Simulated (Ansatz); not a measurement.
# 3-layer 1T-SnSe2 (AB) in a perpendicular field, part 2 of 3

Wanted: the out-of-plane response of the 3-layer 1T-SnSe2 (AB). A positive field points along +c.

Ansatz 0.2.0; plane-wave DFT, PBE-D3(BJ), Ansatz PAW.

So far. Step 2 (Relaxation): The lattice constant a goes from 3.870 to 3.823 Å.

## 3. Atoms held, field 0, start network

A sawtooth potential applies the field, turning back in the middle of the vacuum. With the dipole correction the typed value is the field outside the slab. The induced dipole is small, so the SCF threshold is tight.

The cell differs from the one that the last finished run ended in (c 56.031 → 34.300 Å).

File input.yaml:

```yaml
crystal:
  lattice:
    - [3.8227809573, 0.0, 0.0]
    - [-1.9113904787, 3.3106254222, 0.0]
    - [0.0, 0.0, 34.2997801933]
  atoms:
    - { symbol: Se, position: [0.6666666667, 0.3333333333, 0.2623923521] }
    - { symbol: Sn, position: [0.0, 0.0, 0.3090209053] }
    - { symbol: Se, position: [0.3333333333, 0.6666666667, 0.3556190145] }
    - { symbol: Se, position: [0.0, 0.0, 0.4440316587] }
    - { symbol: Sn, position: [0.3333333333, 0.6666666667, 0.4906469072] }
    - { symbol: Se, position: [0.6666666667, 0.3333333333, 0.5373131413] }
    - { symbol: Se, position: [0.6666666667, 0.3333333333, 0.6441815767] }
    - { symbol: Sn, position: [0.0, 0.0, 0.6909032087] }
    - { symbol: Se, position: [0.3333333333, 0.6666666667, 0.7376076479] }
kpoints:
  mp_grid: { grid: [12, 12, 1] }
  band_path:
    path: [[0, 0, 0], [0.5, 0, 0], [0.33333333, 0.33333333, 0], [0, 0, 0]]
    npoints: 16
hamiltonian:
  xc: pbe
  dispersion: d3bj
scf:
  occupations: { method: fermi_dirac, width: 0.02585 }
  convergence: { dr2_threshold: 1.0e-10 }
efield:
  axis: 3
  dipole_correction: true
  ramp_position: 0.97
  ramp_width: 0.06
  amplitude: 0
output:
  dos: { projected: true, e_range: [-6, 5] }
  write_potential: true
  write_density: true
  volumetric_format: npy
  elf: true
```

On the command line:

```sh
$ ansatz run input.yaml --threads 4 --pin off --max-ram 8192MiB --backend cpu --events-out ev --progress --plain --runs-dir out
```

Numbers of over 12 decimals in the logs are rounded to 6 here.

The log of the run:

```text
[...]
Crystal: 9 atoms, lattice volume = 434.091 Å³
Basis set: ecut = 420 eV, 8491 PW (Γ)
Bands: 83, of which v1, the nominal top of the filled ones, is band 69 counted from 1 (68 counted from 0)
Symmetry: 6 space group operations
[...]
k-points: 19 of 144 (time reversal used)
[...]
SCF iter   1: F=—  HF=-50892.818110 eV  |F-HF|=—  |Δ(HF+E_count)|=         —  Δρ=1.14e-3  dr2=2.80e-2  ethr=1.77e-3  p=0.005 e·Å  D=2.07e-3 V/Å  ΔV_dip=-0.07 eV  dr2_dipole=1.99e-4  V_vac-E_F(+/−)=5.54/5.61 eV  ⟨swp⟩=6.6  Hψ=6089  notcnv=0  defer=25
efield: sawtooth ramp at fractional position 0.9700 (set: `efield.ramp_position`, or a place that a band, a saddle search or an elastic batch's reference lends), width 0.0600; the density the first Hamiltonian is built on has a dipole p = 0.005 e·Å; the dipole correction subtracts the counter field D = 2.07e-3 V/Å, which shifts the + side's vacuum level by -0.07 eV against the − side's; the planar-averaged density in the ramp window peaks in size at 1.2e-5 e/Å³
[...]
SCF iter   2: F=—  HF=-50892.821017 eV  |F-HF|=—  |Δ(HF+E_count)|=   2.91e-3  Δρ=1.24e-3  dr2=6.54e-2  ethr=2.03e-5  p=-0.004 e·Å  D=-1.62e-3 V/Å  ΔV_dip=0.06 eV  dr2_dipole=5.15e-4  V_vac-E_F(+/−)=5.85/5.79 eV  ⟨swp⟩=3.7  Hψ=3333  notcnv=0  defer=148
[...]
SCF iter  14: F=-50892.815565 eV  HF=-50892.815565 eV  |F-HF|=8.73e-11  |Δ(HF+E_count)|=  6.55e-11  Δρ=5.28e-8  dr2=4.09e-11  ethr=1.00e-12  p=-0.000 e·Å  D=-1.43e-4 V/Å  ΔV_dip=0.00 eV  dr2_dipole=7.51e-13  V_vac-E_F(+/−)=5.68/5.68 eV  ⟨swp⟩=11.3  Hψ=6199  notcnv=0
SCF 1 converged in 14 iterations: F = -50892.815565 eV  dr2 = 4.09e-11
[...]
NSCF: frozen V_eff on 49 k-points
efield: sawtooth ramp at fractional position 0.9700 (kept from the solve that this one continues, or follows in the run), width 0.0600; the density the first Hamiltonian is built on has a dipole p = -0.000 e·Å; the dipole correction subtracts the counter field D = -1.43e-4 V/Å, which shifts the + side's vacuum level by +0.00 eV against the − side's; the planar-averaged density in the ramp window peaks in size at 8.7e-6 e/Å³
[...]
SCF converged after 14 iterations
Free energy (F): -50892.815565 eV
[...]
Internal energy: -50892.815560 eV  (E = F + TS)
E sigma→0 (E₀):  -50892.815562 eV
Entropy (-TS):   -0.000006 eV (-0.001 meV/atom)
Fermi energy:    1.798745 eV
Dipole field:    D = -0.000144 V/Å  (p = -0.000346 e·Å, saw-weighted, corrected)
Work function:   Φ+ = 5.6816 eV   Φ− = 5.6767 eV
Levels:          The Fermi level and band energies are counted from a zero that moves with the ramp; work functions are not
[...]
--- Band table (eV; the first three rows and the last of 19) ---
  k-point 0: bands = [... 65 lower, 1.4371, 1.4371, 1.4678, 1.4678, 2.7759, 3.2468, 3.7450, 4.6109, ... 10 higher]
  k-point 1: bands = [... 65 lower, 1.2043, 1.4191, 1.4990, 1.5372, 3.2577, 3.5925, 3.9319, 5.0409, ... 10 higher]
  k-point 2: bands = [... 65 lower, 1.1697, 1.3956, 1.4948, 1.5477, 3.6463, 3.7622, 3.8721, 5.2346, ... 10 higher]
  k-point 18: bands = [... 65 lower, 0.5440, 0.5994, 0.6151, 0.9614, 3.2687, 3.3108, 3.3412, 6.1674, ... 10 higher]
```

It took 60 s on 4 threads of Arm Neoverse V1, shared host; peak memory 1.8 GiB.

The column dr2 measures how far the density is from self-consistency, as an energy; F and HF (Harris–Foulkes) agree once it is small.

This step gave:

| Property | Result |
| --- | --- |
| dipole along the normal | -3.46e-4 e·Å |
| gap along the path | 0.4568 eV |
| smallest direct gap along the path | 0.7703 eV |
| ionisation energy, upper face | 5.924 eV |
| electron affinity, upper face | 5.467 eV |
| gap, the smaller of path and mesh | 0.4568 eV |

Running mean over a fixed 2.7 Å (it still follows the layers) of the planar mean; the ramp of the sawtooth is left out. Electron's electrostatic potential energy less the Fermi level against z:

```
z (Å)  electron's electrostatic potential energy less the Fermi level (eV)
    4                                                                 5.68
    5                                                                 5.67
    6                                                                 5.64
    7                                                                 4.91
    8                                                                 2.13
    9                                                                -1.18
   10                                                                -2.79
   11                                                                -2.98
   12                                                                -1.67
   13                                                                 1.07
   14                                                                 1.61
   15                                                               -0.610
   16                                                                -2.56
   17                                                                -3.09
   18                                                                -2.06
   19                                                                0.594
   20                                                                 3.21
   21                                                                 2.26
   22                                                               -0.941
   23                                                                -2.68
   24                                                                -3.01
   25                                                                -1.81
   26                                                                 1.13
   27                                                                 4.19
   28                                                                 5.59
   29                                                                 5.68
   30                                                                 5.68
   31                                                                 5.68
```

The density of states has structure finer than the step of the table below, so its rows give means over 0.2 eV, whole bins alone (the curve runs from -6 to 2.19 eV). Peaks (eV: height): -2.97: 9.21, -2.69: 9.20, -1.45: 25.0, -1.26: 17.0, -1.07: 18.7, -0.62: 15.2, 1.50: 7.96.

Table of density of states by energy, zero at the Fermi level of the run, which the smearing sets inside the gap; means over each step:

energy (eV), density of states (states/eV a cell) and a bar:
```
     -5.8        0.8 ##
     -5.6        0.0 
     -5.4        0.0 
     -5.2        0.0 
     -5.0        0.0 
     -4.8        0.8 ##
     -4.6        3.5 #########
     -4.4        5.4 #############
     -4.2        5.9 ###############
     -4.0        3.0 ########
     -3.8        4.0 ##########
     -3.6        3.9 ##########
     -3.4        5.0 #############
     -3.2        5.6 ##############
     -3.0        7.5 ###################
     -2.8        7.6 ###################
     -2.6        8.5 #####################
     -2.4        7.2 ##################
     -2.2        5.0 ############
     -2.0        4.1 ##########
     -1.8        4.6 ############
     -1.6        7.0 #################
     -1.4        9.5 ########################
     -1.2       11.0 ###########################
     -1.0       10.4 ##########################
     -0.8       10.7 ###########################
     -0.6       12.0 ##############################
     -0.4        7.2 ##################
     -0.2        0.7 ##
      0.0        0.0 
      0.2        0.1 
      0.4        0.6 ##
      0.6        1.2 ###
      0.8        2.1 #####
      1.0        2.8 #######
      1.2        3.6 #########
      1.4        5.5 ##############
      1.6        5.8 ##############
      1.8        4.5 ###########
      2.0        3.0 ########
```

Projected DOS per atom over height of the atomic layer and energy from the Fermi level. Layers: Se Sn Se Se Sn Se Se Sn Se from below.

Ten even steps from '0' (0.00 states/eV) to '9' (1.98 states/eV), each cell a mean:
```
111111111
232232333
222222222
111111111
000000000
000000000
202202101
808909909
908606909
716617617
413414313
313313212
424434434
435434535
323323323
222222222
112212222
233333332
111111010
000000000
000000000
000000000
```
Columns: height of the atomic layer (Å) from 9 to 25.3 (not evenly spaced); rows upwards: energy from the Fermi level (eV) from -5.96 to 2.14.

Electronic bands along the path, in eV, zero at the Fermi level of the run, which the smearing sets inside the gap:

```
  point  band 66  band 67  band 68  band 69  band 70  band 71  band 72  band 73
      Γ    -0.36    -0.36    -0.33    -0.33     0.98     1.45     1.95     2.81
halfway    -0.61    -0.52    -0.40    -0.33     1.40     1.54     1.65     3.59
      M    -0.78    -0.67    -0.64    -0.56     0.21     0.48     0.72     3.58
halfway    -1.20    -1.11    -0.88    -0.70     1.00     1.24     1.49     4.44
      K    -1.25    -1.20    -1.18    -0.84     1.47     1.51     1.54     4.37
halfway    -1.10    -1.08    -0.73    -0.38     1.71     1.88     2.01     4.23
      Γ    -0.36    -0.36    -0.33    -0.33     0.98     1.45     1.95     2.81
```

Valence density in the ca plane at fractional y = 0.000, with atoms of Sn and Se within 0.2 Å of it. It is the smooth field of the valence electrons, not physical close to the nuclei.

Values in e/Å³, 6 rows by 16 columns, each cell a mean:
```
 0  0  0  0  0  0  0  0  4  3  0  0  0  9  1  0
 0  0  0  0  0  0  0  0  0  0  0  0  0  0  0  0
 0  0  0  0  0  0  0  0  0  0  0  0  0  0  0  0
 0  0  0  0  0  0  0  0  0  0  0  0  0  0  0  0
 0  0  0  0  0  0  0  0  1  1  0  0  0  1  0  0
 0  0  0  0  0  0  0  0  6  4  0  0  1 16  1  0
```
Columns run along c (16.0 Å, from fractional 0.05 to 0.52 of the cell), rows up along a (3.8 Å). Atoms in or near the plane, at fractional coordinates: Sn at (0.31, 0.00), Se at (0.44, 0.00).

ELF in the ca plane at fractional y = 0.000, with atoms of Sn and Se within 0.2 Å of it. It is the smooth field of the valence electrons, not physical close to the nuclei.

Values, 6 rows by 16 columns, each cell a mean:
```
0.00 0.00 0.00 0.00 0.00 0.01 0.05 0.21 0.16 0.18 0.18 0.06 0.73 0.57 0.64 0.12
0.00 0.00 0.00 0.00 0.00 0.08 0.35 0.49 0.30 0.32 0.48 0.20 0.41 0.71 0.52 0.24
0.00 0.00 0.00 0.00 0.01 0.23 0.65 0.67 0.30 0.37 0.69 0.46 0.06 0.21 0.26 0.34
0.00 0.00 0.00 0.00 0.01 0.19 0.60 0.65 0.32 0.37 0.66 0.40 0.13 0.36 0.31 0.32
0.00 0.00 0.00 0.00 0.00 0.04 0.23 0.38 0.27 0.28 0.37 0.12 0.54 0.76 0.59 0.20
0.00 0.00 0.00 0.00 0.00 0.00 0.03 0.18 0.12 0.15 0.15 0.06 0.77 0.44 0.63 0.11
```
Columns run along c (16.0 Å, from fractional 0.05 to 0.52 of the cell), rows up along a (3.8 Å). Atoms in or near the plane, at fractional coordinates: Sn at (0.31, 0.00), Se at (0.44, 0.00).

Electrostatic potential energy in the ca plane at fractional y = 0.000, with atoms of Sn and Se within 0.2 Å of it. With pseudopotentials it is smooth inside the atoms' cores, unlike the true potential.

Ten even steps from '0' (-16 eV) to '9' (7 eV), each cell a mean:
```
99999999999999999999740898137899985034106889
99999999999999999999861021168899997200047888
99999999999999999998876323678899998754677777
99999999999999999987777777777789999988876556
99999999999999999976678888876678999999875446
99999999999999999987678888876788999998875456
99999999999999999988777656777889999877777667
99999999999999999998874000368899998521267788
99999999999999999999850475047899996012027888
99999999999999999999731999227899984045206889
```
Columns run along c (16.0 Å, from fractional 0.05 to 0.52 of the cell; values clipped at the 3rd and 97th percentile), rows up along a (3.8 Å). Atoms in or near the plane, at fractional coordinates: Sn at (0.31, 0.00), Se at (0.44, 0.00).

The gap is 0.46 eV, with the valence edge 5.92 eV and the conduction edge 5.47 eV under the upper vacuum level.

## 4. Atoms held, field 0.05 V/Å

Edit input.yaml of step 3 so:

```diff
@@ -31,5 +31,4 @@
   ramp_width: 0.06
-  amplitude: 0
+  amplitude: 0.05
 output:
-  dos: { projected: true, e_range: [-6, 5] }
   write_potential: true
@@ -37,2 +36 @@
   volumetric_format: npy
-  elf: true
```

The log of the run:

```text
[...]
Crystal: 9 atoms, lattice volume = 434.091 Å³
Basis set: ecut = 420 eV, 8491 PW (Γ)
Bands: 83, of which v1, the nominal top of the filled ones, is band 69 counted from 1 (68 counted from 0)
Symmetry: 6 space group operations
[...]
k-points: 19 of 144 (time reversal used)
[...]
k-point 0: bands = [... 65 lower, 1.4256, 1.4256, 1.5013, 1.5013, 2.7650, 3.2673, 3.7298, 4.5987, ... 10 higher]
  k-point 1: bands = [... 65 lower, 1.1979, 1.3920, 1.4938, 1.5642, 3.2491, 3.6052, 3.9223, 5.0153, ... 10 higher]
  k-point 2: bands = [... 65 lower, 1.1548, 1.3686, 1.5015, 1.5626, 3.6524, 3.7252, 3.8976, 5.2191, ... 10 higher]
  k-point 18: bands = [... 65 lower, 0.5219, 0.5650, 0.6677, 0.9782, 3.2757, 3.3022, 3.3374, 6.1504, ... 10 higher]
[key lines of the parts left out:]
SCF converged after 17 iterations
Free energy (F): -50892.816985 eV
Fermi energy:    1.793854 eV
Dipole field:    D = 0.023816 V/Å  (p = 0.057133 e·Å, saw-weighted, corrected)
```

Wall time 63 s (4 threads); peak memory 1.6 GiB; 4.2 min of CPU time.

The dipole is 0.0571 e·Å, and the gap 0.408 eV.

## 5. Single point, field -0.05 V/Å

Edit input.yaml of step 4 so:

```diff
@@ -31,3 +31,3 @@
   ramp_width: 0.06
-  amplitude: 0.05
+  amplitude: -0.05
 output:
```

The log of the run:

```text
[...]
Crystal: 9 atoms, lattice volume = 434.091 Å³
Basis set: ecut = 420 eV, 8491 PW (Γ)
Bands: 83, of which v1, the nominal top of the filled ones, is band 69 counted from 1 (68 counted from 0)
Symmetry: 6 space group operations
[...]
k-points: 19 of 144 (time reversal used)
[...]
k-point 0: bands = [... 65 lower, 1.4168, 1.4168, 1.4923, 1.4923, 2.7810, 3.2283, 3.7632, 4.5805, ... 10 higher]
  k-point 1: bands = [... 65 lower, 1.2258, 1.4251, 1.4728, 1.5625, 3.2575, 3.5824, 3.9472, 5.0213, ... 10 higher]
  k-point 2: bands = [... 65 lower, 1.1876, 1.4074, 1.4618, 1.5739, 3.6255, 3.8014, 3.8587, 5.2357, ... 10 higher]
  k-point 18: bands = [... 65 lower, 0.5540, 0.5968, 0.6335, 0.9495, 3.2213, 3.3194, 3.3850, 6.1804, ... 10 higher]
[key lines of the parts left out:]
SCF converged after 15 iterations
Free energy (F): -50892.817019 eV
Fermi energy:    1.822498 eV
Dipole field:    D = -0.024096 V/Å  (p = -0.057805 e·Å, saw-weighted, corrected)
```

The job ended after 59 s (4 threads; peak memory 1.6 GiB).

The dipole is -0.0578 e·Å, and the gap 0.456 eV.

## 6. Single point, field 0.1 V/Å

Edit input.yaml of step 5 so:

```diff
@@ -29,5 +29,5 @@
   dipole_correction: true
-  ramp_position: 0.97
-  ramp_width: 0.06
-  amplitude: -0.05
+  ramp_position: 0.9679
+  ramp_width: 0.0641
+  amplitude: 0.1
 output:
```

The log of the run:

```text
[...]
Crystal: 9 atoms, lattice volume = 434.091 Å³
Basis set: ecut = 420 eV, 8491 PW (Γ)
Bands: 83, of which v1, the nominal top of the filled ones, is band 69 counted from 1 (68 counted from 0)
Symmetry: 6 space group operations
[...]
k-points: 19 of 144 (time reversal used)
[...]
k-point 0: bands = [... 65 lower, 1.4106, 1.4106, 1.5489, 1.5489, 2.7495, 3.2880, 3.7189, 4.5561, ... 10 higher]
  k-point 1: bands = [... 65 lower, 1.2170, 1.3562, 1.4776, 1.6110, 3.2335, 3.6176, 3.9197, 4.9736, ... 10 higher]
  k-point 2: bands = [... 65 lower, 1.1439, 1.3348, 1.4854, 1.6070, 3.6348, 3.7044, 3.9304, 5.1943, ... 10 higher]
  k-point 18: bands = [... 65 lower, 0.5114, 0.5326, 0.7205, 0.9987, 3.2340, 3.2937, 3.3820, 6.1304, ... 10 higher]
[key lines of the parts left out:]
SCF converged after 18 iterations
Free energy (F): -50892.821280 eV
Fermi energy:    1.801106 eV
Dipole field:    D = 0.047825 V/Å  (p = 0.114730 e·Å, saw-weighted, corrected)
```

It took 65 s on 4 threads; peak memory 1.6 GiB; 4.3 min of CPU time.

The dipole is 0.115 e·Å, and the gap 0.333 eV.

## 7. Single point, field -0.1 V/Å

Edit input.yaml of step 6 so:

```diff
@@ -31,3 +31,3 @@
   ramp_width: 0.0641
-  amplitude: 0.1
+  amplitude: -0.1
 output:
```

The log of the run:

```text
[...]
Crystal: 9 atoms, lattice volume = 434.091 Å³
Basis set: ecut = 420 eV, 8491 PW (Γ)
Bands: 83, of which v1, the nominal top of the filled ones, is band 69 counted from 1 (68 counted from 0)
Symmetry: 6 space group operations
[...]
k-points: 19 of 144 (time reversal used)
[...]
k-point 0: bands = [... 65 lower, 1.4200, 1.4200, 1.5325, 1.5325, 2.7794, 3.2133, 3.7839, 4.5358, ... 10 higher]
  k-point 1: bands = [... 65 lower, 1.2542, 1.3911, 1.4729, 1.6008, 3.2477, 3.5765, 3.9668, 4.9770, ... 10 higher]
  k-point 2: bands = [... 65 lower, 1.2077, 1.3819, 1.4556, 1.6098, 3.5949, 3.8225, 3.8724, 5.2196, ... 10 higher]
  k-point 18: bands = [... 65 lower, 0.5532, 0.6395, 0.6652, 0.9436, 3.1705, 3.3276, 3.4317, 6.1886, ... 10 higher]
[key lines of the parts left out:]
SCF converged after 19 iterations
Free energy (F): -50892.821346 eV
Fermi energy:    1.851213 eV
Dipole field:    D = -0.048060 V/Å  (p = -0.115292 e·Å, saw-weighted, corrected)
```

It took 65 s on 4 threads; peak memory 1.6 GiB; 4.3 min of CPU time.

The dipole is -0.115 e·Å, and the gap 0.440 eV.

## 8. Atoms held, field 0.2 V/Å

Edit input.yaml of step 7 so:

```diff
@@ -31,3 +31,3 @@
   ramp_width: 0.0641
-  amplitude: -0.1
+  amplitude: 0.2
 output:
```

The log of the run:

```text
[...]
Crystal: 9 atoms, lattice volume = 434.091 Å³
Basis set: ecut = 420 eV, 8491 PW (Γ)
Bands: 83, of which v1, the nominal top of the filled ones, is band 69 counted from 1 (68 counted from 0)
Symmetry: 6 space group operations
[...]
k-points: 19 of 144 (time reversal used)
[...]
k-point 0: bands = [... 65 lower, 1.3943, 1.3943, 1.6321, 1.6321, 2.7138, 3.3200, 3.7115, 4.4765, ... 10 higher]
  k-point 1: bands = [... 65 lower, 1.2831, 1.2839, 1.4577, 1.6936, 3.1940, 3.6323, 3.9337, 4.8940, ... 10 higher]
  k-point 2: bands = [... 65 lower, 1.1358, 1.2663, 1.4620, 1.6889, 3.5654, 3.6967, 3.9971, 5.1366, ... 10 higher]
  k-point 18: bands = [... 65 lower, 0.4846, 0.4951, 0.8104, 1.0411, 3.1530, 3.2809, 3.4656, 6.0901, ... 10 higher]
[key lines of the parts left out:]
SCF converged after 17 iterations
Free energy (F): -50892.838577 eV
Fermi energy:    1.815288 eV
Dipole field:    D = 0.096701 V/Å  (p = 0.231980 e·Å, saw-weighted, corrected)
```

The job ended after 64 s (4 threads; peak memory 1.6 GiB; 4.2 min of CPU time).

The dipole is 0.232 e·Å, and the gap 0.196 eV.

[end of part 2 of 3]

[Logs are printed without paths, hosts, clocks, repeated set-up lines and the standing remarks that a program may print on its own settings, such as how far it seeks lower states.]

[Hosts, paths, dates, database ids (printed as entryN), source tags and the programs' standing remarks are cut or masked in the printed files.]

[Maps of the electrostatic potential energy from Ansatz leave out the sawtooth potential of an applied field or a dipole correction, so their vacuum need not be flat; planar profiles and work functions include it.]

[The density of states shown here was stored with 400 of the rows of the run's finer table, so its peaks can read low, often by over a quarter, or be missed, and its means over a window can be off by a tenth or more.]
